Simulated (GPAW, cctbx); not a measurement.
# By hand: from a DFT structure factor to an extinction distance in Sc3CoRe2Bi3

Sc3CoRe2Bi3, P-62m (no. 189), a = 7.6820 Å, b = 7.6820 Å, c = 3.5148 Å, α = 90.00°, β = 90.00°, γ = 120.00°.

```
atom  mult.    x       y    z
 Bi1      3    0  0.6083  1/2
 Re1      2  2/3     1/3    0
 Co1      1    0       0  1/2
 Sc1      3    0  0.2581    0
```

The cell comes from substitution in a known structure type and wasn't matched to any measured phase.

A DFT run (GPAW, PBE, 450 eV, 7×4×4 k-points (along the axes of the calculation cell), Fermi–Dirac width 0.1 eV, spin-polarised) gives the static X-ray structure factor of 100 as 73.728 e for the conventional cell; superposed free atoms give 73.925 e. **Problem.** Find the Fourier component V of the crystal potential and the two-beam extinction distance at 120 kV in both cases.

## 1. Geometry

The cell volume is Ω = 179.63 Å³ and d(100) = 6.6528 Å, so g = 1/d = 0.1503 Å⁻¹.

## 2. The nuclei

Electrons feel nuclei as well as electrons, so the nuclear charges are summed with the same phases.

Phase sums Σ exp(2πi h·x), turned so that the total is real and positive: Bi +0.555, Re +1.000, Co -1.000, Sc -0.899. Then F_Z = 83 × (+0.555) + 75 × (+1.000) + 27 × (-1.000) + 21 × (-0.899) = 75.15 e. The electron term has the same sign for this reflection.

## 3. Mott–Bethe

Poisson's equation, term by term, gives V = (e/4πε₀)(F_Z − F)/(πΩg²), with e/4πε₀ = 14.3996 V Å.

The prefactor is 14.3996 × 6.6528²/(π × 179.63) = 1.12933 V per electron. Free atoms: (75.15 − 73.925) × 1.12933 = 1.388 V. Crystal: (75.15 − 73.728) × 1.12933 = 1.610 V. F changes by -0.27 % and V by +16.0 %: the same 0.20 e is measured against F_Z − F = 1.2 e in place of F = 73.9 e.

## 4. Extinction distance

In the two-beam case ξ = 1/(λU) with U = 2γm₀eV/h², that is ξ = 150.41 V Å²/(γλV).

At 120 kV, λ = 0.03349 Å and γ = 1.2348. Free atoms: ξ = 2621 Å. Crystal: ξ = 2259 Å. The thickness fringes go as sin²(πt/ξ), so the two patterns slip by a quarter of a period when t|1/ξ₁ − 1/ξ₀| = 1/4, at t ≈ 409 nm. Thermal motion, absorption and many-beam coupling, left out here, change a real pattern.

## 5. Answer

V(100) is 1.61 V against 1.39 V, and ξ is 2259 against 2621 Å. Limits: static atoms, two beams.

[Outputs are excerpts: Python notices, other lines and further rows are left out; steps that failed or that the build refused (PBEsol, TPSS) are not shown.]

[Logs are printed without paths, hosts, clocks, repeated set-up lines and the standing remarks that a program may print on its own settings, such as how far it seeks lower states.]
